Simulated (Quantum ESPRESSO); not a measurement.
# 1T-TiO2, 1 layer: parallel layout and speed, part 2 of 3

Which layout of ranks, pools and threads suits 1T-TiO2, 1 layer? The physics should not care; the clock does.

Quantum ESPRESSO 7.5; plane-wave DFT, PBE, GBRV ultrasoft pseudopotentials.

So far. Step 2 (SCF with pw.x: 4 ranks, 4 pools, 1 thread a rank): Inside the slab this potential holds the local part of the pseudopotentials, which can be repulsive at the nuclei; only its value in the vacuum has a meaning of its own.

### 3. SCF with pw.x: 4 ranks, 2 pools, 1 thread a rank

c1.in reads:

```
&control
  prefix = 'c1'
  outdir = './out'
  pseudo_dir = './pseudo'
  calculation = 'scf'
  tprnfor = .true.
/
&system
  ibrav = 0
  nat = 3
  ntyp = 2
  ecutwfc = 40
  ecutrho = 200
  occupations = 'smearing'
  smearing = 'fd'
  degauss = 0.004
  assume_isolated = 'esm'
  esm_bc = 'bc1'
/
&electrons
  conv_thr = 1e-07
  mixing_beta = 0.4
  electron_maxstep = 120
  mixing_mode = 'local-TF'
/
ATOMIC_SPECIES
  O   15.9990  o_pbe_v1.2.uspp.F.UPF
  Ti  47.8670  ti_pbe_v1.4.uspp.F.UPF
CELL_PARAMETERS angstrom
  2.99000000000000 0.00000000000000 0.00000000000000
  -1.49500000000000 2.58941595731547 0.00000000000000
  0.00000000000000 0.00000000000000 19.46119212307099
ATOMIC_POSITIONS crystal
  O   0.666666666667 0.333333333333 -0.063233333999
  Ti  0.000000000000 0.000000000000 0.000000000000
  O   0.333333333333 0.666666666667 0.063233333999
K_POINTS automatic
  12 12 1 0 0 0
```

The run is started by

```
$ OMP_NUM_THREADS=1 mpirun -n 4 pw.x -nk 2 -in c1.in > c1.out
```

The program printed:

```text
[banner, memory and clock lines left out]
Program PWSCF v.7.5 starts
[...]
Message from routine setup:
[...]
number of electrons       =        24.00
     number of Kohn-Sham states=           16
     kinetic-energy cutoff     =      40.0000  Ry
     charge density cutoff     =     200.0000  Ry
[...]
number of k points=    19  Fermi-Dirac smearing, width (Ry)=  0.0040
[...]
Dense  grid:    48627 G-vectors     FFT dimensions: (  25,  25, 180)
[...]
negative rho (up, down):  4.758E-03 0.000E+00
     Starting wfcs are   18 randomized atomic wfcs
[...]
negative rho (up, down):  5.346E-03 0.000E+00
[...]
estimated scf accuracy    <       0.65719044 Ry
[...]
negative rho (up, down):  5.323E-03 0.000E+00
[...]
estimated scf accuracy    <       0.06516770 Ry
[...]
negative rho (up, down):  4.338E-03 0.000E+00
[...]
estimated scf accuracy    <       0.08504419 Ry
[...]
negative rho (up, down):  3.789E-03 0.000E+00
[...]
estimated scf accuracy    <       0.04338285 Ry
[...]
negative rho (up, down):  4.031E-03 0.000E+00
[...]
estimated scf accuracy    <       0.02749648 Ry
[...]
negative rho (up, down):  4.710E-03 0.000E+00
[...]
estimated scf accuracy    <       0.00316649 Ry
[...]
negative rho (up, down):  3.633E-03 0.000E+00
[...]
estimated scf accuracy    <       0.00251593 Ry
[...]
negative rho (up, down):  3.460E-03 0.000E+00
[...]
estimated scf accuracy    <       0.00141566 Ry
[...]
negative rho (up, down):  3.406E-03 0.000E+00
[...]
estimated scf accuracy    <       0.00170312 Ry
[...]
negative rho (up, down):  3.487E-03 0.000E+00
[...]
estimated scf accuracy    <       0.00057282 Ry
[...]
negative rho (up, down):  3.783E-03 0.000E+00
[...]
estimated scf accuracy    <       0.00047105 Ry
[...]
negative rho (up, down):  4.584E-03 0.000E+00
[...]
estimated scf accuracy    <       0.00015955 Ry
[...]
negative rho (up, down):  4.608E-03 0.000E+00
[...]
estimated scf accuracy    <       0.00016595 Ry
[...]
negative rho (up, down):  4.644E-03 0.000E+00
[...]
estimated scf accuracy    <       0.00021738 Ry
[...]
negative rho (up, down):  4.664E-03 0.000E+00
[...]
estimated scf accuracy    <       0.00027206 Ry
[...]
negative rho (up, down):  4.695E-03 0.000E+00
[...]
estimated scf accuracy    <       0.00004717 Ry
[...]
negative rho (up, down):  4.793E-03 0.000E+00
[...]
estimated scf accuracy    <       0.00002987 Ry
[...]
negative rho (up, down):  4.769E-03 0.000E+00
[...]
estimated scf accuracy    <       0.00001860 Ry
[...]
negative rho (up, down):  4.767E-03 0.000E+00
[...]
estimated scf accuracy    <       0.00000055 Ry
[...]
negative rho (up, down):  4.816E-03 0.000E+00
[...]
estimated scf accuracy    <       0.00000042 Ry
[...]
negative rho (up, down):  4.818E-03 0.000E+00
[...]
estimated scf accuracy    <       0.00000042 Ry
[...]
negative rho (up, down):  4.825E-03 0.000E+00
[...]
the Fermi energy is    -8.0500 ev
!    total energy              =    -184.11322345 Ry
     estimated scf accuracy    <       0.00000004 Ry
     smearing contrib. (-TS)   =      -0.00000000 Ry
     internal energy E=F+TS    =    -184.11322344 Ry
[...]
one-electron contribution =     496.51625689 Ry
     hartree contribution      =    -251.96867249 Ry
     xc contribution           =     -32.25017213 Ry
     ewald contribution        =    -396.41063572 Ry
     convergence has been achieved in  22 iterations
     negative rho (up, down):  4.825E-03 0.000E+00
[...]
Total force =     0.228497     Total SCF correction =     0.000652
[...]
```

Wall time 15 s (4 MPI ranks of Arm Neoverse V2, shared host); peak memory 0.38 GiB.

Read from the output:

```
Fermi energy                                                   : -8.05 eV
valence top, on the run's zero                                 : -8.877 eV
conduction bottom, on the run's zero                           : -7.180 eV
gap by band count                                              : 1.697 eV
vacuum line at the lower end of the cell, over the valence top : 8.877 eV
vacuum line at the upper end of the cell, over the valence top : 8.877 eV
```

The program's own clock; routines nest. Time by routine:

```
     routine  wall time (s)  calls
       PWSCF          14.75      1
   electrons          14.16      1
     c_bands           9.05     22
     cegterg           8.45    220
       h_psi           6.81    993
        fftw           6.48  22928
    vloc_psi           6.02    993
    sum_band           2.13     22
     mix_rho           1.92     22
        ffts           1.05   2628
        newd            0.7     23
      calbec           0.54   1253
h_psi:calbec            0.4    993
    v_of_rho           0.39     23
```

Counted from each run's own zero (the valence top), the vacuum level differs from the first run's by +2 meV.

### 4. SCF with pw.x: 4 ranks, 1 pool, 1 thread a rank

c2.in is the input of step 3 with these lines changed:

```diff
@@ -1,3 +1,3 @@
 &control
-  prefix = 'c1'
+  prefix = 'c2'
   outdir = './out'
```

The run is started by

```
$ OMP_NUM_THREADS=1 mpirun -n 4 pw.x -nk 1 -in c2.in > c2.out
```

The program printed:

```text
[banner, memory and clock lines left out]
Program PWSCF v.7.5 starts
[...]
Message from routine setup:
[...]
number of electrons       =        24.00
     number of Kohn-Sham states=           16
     kinetic-energy cutoff     =      40.0000  Ry
     charge density cutoff     =     200.0000  Ry
[...]
number of k points=    19  Fermi-Dirac smearing, width (Ry)=  0.0040
[...]
Dense  grid:    48627 G-vectors     FFT dimensions: (  25,  25, 180)
[...]
negative rho (up, down):  4.758E-03 0.000E+00
     Starting wfcs are   18 randomized atomic wfcs
[...]
negative rho (up, down):  5.326E-03 0.000E+00
[...]
estimated scf accuracy    <       0.65570398 Ry
[...]
negative rho (up, down):  5.341E-03 0.000E+00
[...]
estimated scf accuracy    <       0.06928147 Ry
[...]
negative rho (up, down):  6.042E-03 0.000E+00
[...]
estimated scf accuracy    <       0.10923147 Ry
[...]
negative rho (up, down):  5.730E-03 0.000E+00
[...]
estimated scf accuracy    <       0.31913056 Ry
[...]
negative rho (up, down):  4.261E-03 0.000E+00
[...]
estimated scf accuracy    <       0.34818302 Ry
[...]
negative rho (up, down):  4.150E-03 0.000E+00
[...]
estimated scf accuracy    <       0.00378722 Ry
[...]
negative rho (up, down):  4.260E-03 0.000E+00
[...]
estimated scf accuracy    <       0.00207544 Ry
[...]
negative rho (up, down):  3.912E-03 0.000E+00
[...]
estimated scf accuracy    <       0.02295866 Ry
[...]
negative rho (up, down):  3.631E-03 0.000E+00
[...]
estimated scf accuracy    <       0.01231876 Ry
[...]
negative rho (up, down):  3.465E-03 0.000E+00
[...]
estimated scf accuracy    <       0.00759053 Ry
[...]
negative rho (up, down):  3.814E-03 0.000E+00
[...]
estimated scf accuracy    <       0.00153652 Ry
[...]
negative rho (up, down):  4.464E-03 0.000E+00
[...]
estimated scf accuracy    <       0.01146662 Ry
[...]
negative rho (up, down):  4.342E-03 0.000E+00
[...]
estimated scf accuracy    <       0.05119100 Ry
[...]
negative rho (up, down):  4.438E-03 0.000E+00
[...]
estimated scf accuracy    <       0.04838097 Ry
[...]
negative rho (up, down):  3.592E-03 0.000E+00
[...]
estimated scf accuracy    <       0.05165405 Ry
[...]
negative rho (up, down):  3.854E-03 0.000E+00
[...]
estimated scf accuracy    <       0.01188487 Ry
[...]
negative rho (up, down):  3.480E-03 0.000E+00
[...]
estimated scf accuracy    <       0.01269177 Ry
[...]
negative rho (up, down):  4.147E-03 0.000E+00
[...]
estimated scf accuracy    <       0.00012031 Ry
[...]
negative rho (up, down):  4.073E-03 0.000E+00
[...]
estimated scf accuracy    <       0.00044194 Ry
[...]
negative rho (up, down):  4.313E-03 0.000E+00
[...]
estimated scf accuracy    <       0.00003364 Ry
[...]
negative rho (up, down):  4.724E-03 0.000E+00
[...]
estimated scf accuracy    <       0.00001474 Ry
[...]
negative rho (up, down):  4.806E-03 0.000E+00
[...]
estimated scf accuracy    <       0.00000636 Ry
[...]
negative rho (up, down):  4.825E-03 0.000E+00
[...]
estimated scf accuracy    <       0.00000083 Ry
[...]
negative rho (up, down):  4.815E-03 0.000E+00
[...]
estimated scf accuracy    <       0.00000187 Ry
[...]
negative rho (up, down):  4.812E-03 0.000E+00
[...]
estimated scf accuracy    <       0.00000056 Ry
[...]
negative rho (up, down):  4.815E-03 0.000E+00
[...]
estimated scf accuracy    <       0.00000017 Ry
[...]
negative rho (up, down):  4.825E-03 0.000E+00
[...]
the Fermi energy is    -8.0491 ev
!    total energy              =    -184.11322345 Ry
     estimated scf accuracy    <       0.00000004 Ry
     smearing contrib. (-TS)   =      -0.00000000 Ry
     internal energy E=F+TS    =    -184.11322345 Ry
[...]
one-electron contribution =     496.51603657 Ry
     hartree contribution      =    -251.96847762 Ry
     xc contribution           =     -32.25014669 Ry
     ewald contribution        =    -396.41063572 Ry
     convergence has been achieved in  27 iterations
     negative rho (up, down):  4.825E-03 0.000E+00
[...]
Total force =     0.228761     Total SCF correction =     0.000349
[...]
```

The job ended after 18 s (4 MPI ranks; peak memory 0.37 GiB; 72 s of CPU time).

Numbers from this step:

```
Fermi energy                                                   : -8.049 eV
conduction bottom, on the run's zero                           : -7.179 eV
vacuum line at the lower end of the cell, over the valence top : 8.876 eV
```

The program's own clock; routines nest. Time by routine:

```
     routine  wall time (s)  calls
       PWSCF          17.55      1
   electrons          16.99      1
     c_bands          12.04     27
     cegterg          11.59    513
       h_psi           9.08   2502
        fftw           8.58  56660
    vloc_psi           8.03   2502
    sum_band           2.63     27
     mix_rho           1.29     27
        newd           0.84     28
      calbec           0.71   3091
        ffts            0.7   3253
     cdiaghg           0.53   2483
h_psi:calbec           0.53   2502
```

Counted from each run's own zero (the valence top), the vacuum level differs from the first run's by +1 meV.

### 5. Ground state: 2 ranks, 2 pools, 2 threads a rank

c3.in is the input of step 4 with these lines changed:

```diff
@@ -1,3 +1,3 @@
 &control
-  prefix = 'c2'
+  prefix = 'c3'
   outdir = './out'
```

The run is started by

```
$ OMP_NUM_THREADS=2 mpirun -n 2 pw.x -nk 2 -in c3.in > c3.out
```

The program printed:

```text
[banner, memory and clock lines left out]
Program PWSCF v.7.5 starts
[...]
Message from routine setup:
[...]
number of electrons       =        24.00
     number of Kohn-Sham states=           16
     kinetic-energy cutoff     =      40.0000  Ry
     charge density cutoff     =     200.0000  Ry
[...]
number of k points=    19  Fermi-Dirac smearing, width (Ry)=  0.0040
[...]
Dense  grid:    48627 G-vectors     FFT dimensions: (  25,  25, 180)
[...]
negative rho (up, down):  4.758E-03 0.000E+00
     Starting wfcs are   18 randomized atomic wfcs
[...]
negative rho (up, down):  5.354E-03 0.000E+00
[...]
estimated scf accuracy    <       0.65579139 Ry
[...]
negative rho (up, down):  5.388E-03 0.000E+00
[...]
estimated scf accuracy    <       0.06926947 Ry
[...]
negative rho (up, down):  5.780E-03 0.000E+00
[...]
estimated scf accuracy    <       0.10663784 Ry
[...]
negative rho (up, down):  5.310E-03 0.000E+00
[...]
estimated scf accuracy    <       0.19609831 Ry
[...]
negative rho (up, down):  4.209E-03 0.000E+00
[...]
estimated scf accuracy    <       0.19294859 Ry
[...]
negative rho (up, down):  4.365E-03 0.000E+00
[...]
estimated scf accuracy    <       0.00413257 Ry
[...]
negative rho (up, down):  4.021E-03 0.000E+00
[...]
estimated scf accuracy    <       0.00202497 Ry
[...]
negative rho (up, down):  3.879E-03 0.000E+00
[...]
estimated scf accuracy    <       0.01574119 Ry
[...]
negative rho (up, down):  3.668E-03 0.000E+00
[...]
estimated scf accuracy    <       0.01808932 Ry
[...]
negative rho (up, down):  3.555E-03 0.000E+00
[...]
estimated scf accuracy    <       0.02007640 Ry
[...]
negative rho (up, down):  3.382E-03 0.000E+00
[...]
estimated scf accuracy    <       0.01422939 Ry
[...]
negative rho (up, down):  3.333E-03 0.000E+00
[...]
estimated scf accuracy    <       0.01509033 Ry
[...]
negative rho (up, down):  3.319E-03 0.000E+00
[...]
estimated scf accuracy    <       0.00770410 Ry
[...]
negative rho (up, down):  3.674E-03 0.000E+00
[...]
estimated scf accuracy    <       0.00038780 Ry
[...]
negative rho (up, down):  3.925E-03 0.000E+00
[...]
estimated scf accuracy    <       0.00030227 Ry
[...]
negative rho (up, down):  3.976E-03 0.000E+00
[...]
estimated scf accuracy    <       0.00023060 Ry
[...]
negative rho (up, down):  4.282E-03 0.000E+00
[...]
estimated scf accuracy    <       0.00015420 Ry
[...]
negative rho (up, down):  4.609E-03 0.000E+00
[...]
estimated scf accuracy    <       0.00023863 Ry
[...]
negative rho (up, down):  4.786E-03 0.000E+00
[...]
estimated scf accuracy    <       0.00001165 Ry
[...]
negative rho (up, down):  4.837E-03 0.000E+00
[...]
estimated scf accuracy    <       0.00003731 Ry
[...]
negative rho (up, down):  4.841E-03 0.000E+00
[...]
estimated scf accuracy    <       0.00005524 Ry
[...]
negative rho (up, down):  4.819E-03 0.000E+00
[...]
estimated scf accuracy    <       0.00000406 Ry
[...]
negative rho (up, down):  4.826E-03 0.000E+00
[...]
estimated scf accuracy    <       0.00000122 Ry
[...]
negative rho (up, down):  4.824E-03 0.000E+00
[...]
estimated scf accuracy    <       0.00000021 Ry
[...]
negative rho (up, down):  4.825E-03 0.000E+00
[...]
the Fermi energy is    -8.0480 ev
!    total energy              =    -184.11322347 Ry
     estimated scf accuracy    <       0.00000002 Ry
     smearing contrib. (-TS)   =      -0.00000000 Ry
     internal energy E=F+TS    =    -184.11322347 Ry
[...]
one-electron contribution =     496.51389534 Ry
     hartree contribution      =    -251.96656863 Ry
     xc contribution           =     -32.24991446 Ry
     ewald contribution        =    -396.41063572 Ry
     convergence has been achieved in  25 iterations
     negative rho (up, down):  4.825E-03 0.000E+00
[...]
Total force =     0.228706     Total SCF correction =     0.000181
[...]
```

Elapsed: 96 s, on 2 MPI ranks; peak memory 0.2 GiB; 3.9 min of CPU time.

Numbers from this step:

```
Fermi energy                                                   : -8.048 eV
valence top, on the run's zero                                 : -8.875 eV
vacuum line at the lower end of the cell, over the valence top : 8.875 eV
vacuum line at the upper end of the cell, over the valence top : 8.875 eV
```

The program's own clock; routines nest. Time by routine:

```
  routine  wall time (s)  calls
    PWSCF          95.66      1
electrons          93.75      1
     fftw           75.1  27098
  c_bands          72.97     25
  cegterg          68.24    250
    h_psi          66.88   1117
 vloc_psi           65.8   1117
 sum_band          14.37     25
  mix_rho           3.07     25
     newd           2.66     26
     ffts           1.64   3003
 init_run           1.53      1
  wfcinit           1.12      1
 v_of_rho           0.76     26
```

Counted from each run's own zero (the valence top), the vacuum level differs from the first run's by +0 meV.

### 6. Ground state: 2 ranks, 1 pool, 2 threads a rank

c4.in is the input of step 5 with these lines changed:

```diff
@@ -1,3 +1,3 @@
 &control
-  prefix = 'c3'
+  prefix = 'c4'
   outdir = './out'
```

The run is started by

```
$ OMP_NUM_THREADS=2 mpirun -n 2 pw.x -nk 1 -in c4.in > c4.out
```

The program printed:

```text
[banner, memory and clock lines left out]
Program PWSCF v.7.5 starts
[...]
Message from routine setup:
[...]
number of electrons       =        24.00
     number of Kohn-Sham states=           16
     kinetic-energy cutoff     =      40.0000  Ry
     charge density cutoff     =     200.0000  Ry
[...]
number of k points=    19  Fermi-Dirac smearing, width (Ry)=  0.0040
[...]
Dense  grid:    48627 G-vectors     FFT dimensions: (  25,  25, 180)
[...]
negative rho (up, down):  4.758E-03 0.000E+00
     Starting wfcs are   18 randomized atomic wfcs
[...]
negative rho (up, down):  5.351E-03 0.000E+00
[...]
estimated scf accuracy    <       0.65617679 Ry
[...]
negative rho (up, down):  5.382E-03 0.000E+00
[...]
estimated scf accuracy    <       0.06844579 Ry
[...]
negative rho (up, down):  5.387E-03 0.000E+00
[...]
estimated scf accuracy    <       0.10092421 Ry
[...]
negative rho (up, down):  4.257E-03 0.000E+00
[...]
estimated scf accuracy    <       0.09995018 Ry
[...]
negative rho (up, down):  1.030E-02 0.000E+00
[...]
estimated scf accuracy    <       0.08008596 Ry
[...]
negative rho (up, down):  2.024E-03 0.000E+00
[...]
estimated scf accuracy    <       0.03381831 Ry
[...]
negative rho (up, down):  1.921E-03 0.000E+00
[...]
estimated scf accuracy    <       0.04533251 Ry
[...]
negative rho (up, down):  1.904E-03 0.000E+00
[...]
estimated scf accuracy    <       0.01970177 Ry
[...]
negative rho (up, down):  2.184E-03 0.000E+00
[...]
estimated scf accuracy    <       0.01905821 Ry
[...]
negative rho (up, down):  1.980E-03 0.000E+00
[...]
estimated scf accuracy    <       0.02603288 Ry
[...]
negative rho (up, down):  2.011E-03 0.000E+00
[...]
estimated scf accuracy    <       0.02943039 Ry
[...]
negative rho (up, down):  4.480E-03 0.000E+00
[...]
estimated scf accuracy    <       0.00829743 Ry
[...]
negative rho (up, down):  4.886E-03 0.000E+00
[...]
estimated scf accuracy    <       0.00479693 Ry
[...]
negative rho (up, down):  3.980E-03 0.000E+00
[...]
estimated scf accuracy    <       0.00224207 Ry
[...]
negative rho (up, down):  5.010E-03 0.000E+00
[...]
estimated scf accuracy    <       0.00078163 Ry
[...]
negative rho (up, down):  5.065E-03 0.000E+00
[...]
estimated scf accuracy    <       0.00037834 Ry
[...]
negative rho (up, down):  5.006E-03 0.000E+00
[...]
estimated scf accuracy    <       0.00011443 Ry
[...]
negative rho (up, down):  4.841E-03 0.000E+00
[...]
estimated scf accuracy    <       0.00002670 Ry
[...]
negative rho (up, down):  4.873E-03 0.000E+00
[...]
estimated scf accuracy    <       0.00000439 Ry
[...]
negative rho (up, down):  4.838E-03 0.000E+00
[...]
estimated scf accuracy    <       0.00000143 Ry
[...]
negative rho (up, down):  4.892E-03 0.000E+00
[...]
estimated scf accuracy    <       0.00000082 Ry
[...]
negative rho (up, down):  4.875E-03 0.000E+00
[...]
estimated scf accuracy    <       0.00000030 Ry
[...]
negative rho (up, down):  4.829E-03 0.000E+00
[...]
estimated scf accuracy    <       0.00000014 Ry
[...]
negative rho (up, down):  4.824E-03 0.000E+00
[...]
the Fermi energy is    -8.0475 ev
!    total energy              =    -184.11322348 Ry
     estimated scf accuracy    <          6.0E-09 Ry
     smearing contrib. (-TS)   =      -0.00000000 Ry
     internal energy E=F+TS    =    -184.11322348 Ry
[...]
one-electron contribution =     496.51416849 Ry
     hartree contribution      =    -251.96671149 Ry
     xc contribution           =     -32.25004476 Ry
     ewald contribution        =    -396.41063572 Ry
     convergence has been achieved in  24 iterations
     negative rho (up, down):  4.824E-03 0.000E+00
[...]
Total force =     0.228546     Total SCF correction =     0.000045
[...]
```

Elapsed: 24 s, on 2 MPI ranks; peak memory 0.16 GiB.

This step gave:

| Quantity | Value |
| --- | --- |
| Fermi energy | -8.047 eV |
| conduction bottom, on the run's zero | -7.178 eV |

The program's own clock; routines nest. Time by routine:

```
  routine  wall time (s)  calls
    PWSCF          22.97      1
electrons          22.13      1
  c_bands          12.93     24
  cegterg          12.17    456
    h_psi          10.15   1823
     fftw           9.21  43954
 vloc_psi            9.2   1823
 sum_band           4.63     24
     newd           2.49     25
  mix_rho           1.78     24
     ffts           0.91   2878
   calbec           0.65   2355
 init_run           0.51      1
init_us_2           0.46    950
```

Counted from each run's own zero (the valence top), the vacuum level differs from the first run's by -0 meV.

(Continued in part 3 of 3.)

[Logs are printed without paths, hosts, clocks, repeated set-up lines and the standing remarks that a program may print on its own settings, such as how far it seeks lower states.]

[Hosts, paths, dates, database ids (printed as entryN), source tags and the programs' standing remarks are cut or masked in the printed files.]

[Maps of the electrostatic potential energy from Ansatz leave out the sawtooth potential of an applied field or a dipole correction, so their vacuum need not be flat; planar profiles and work functions include it.]
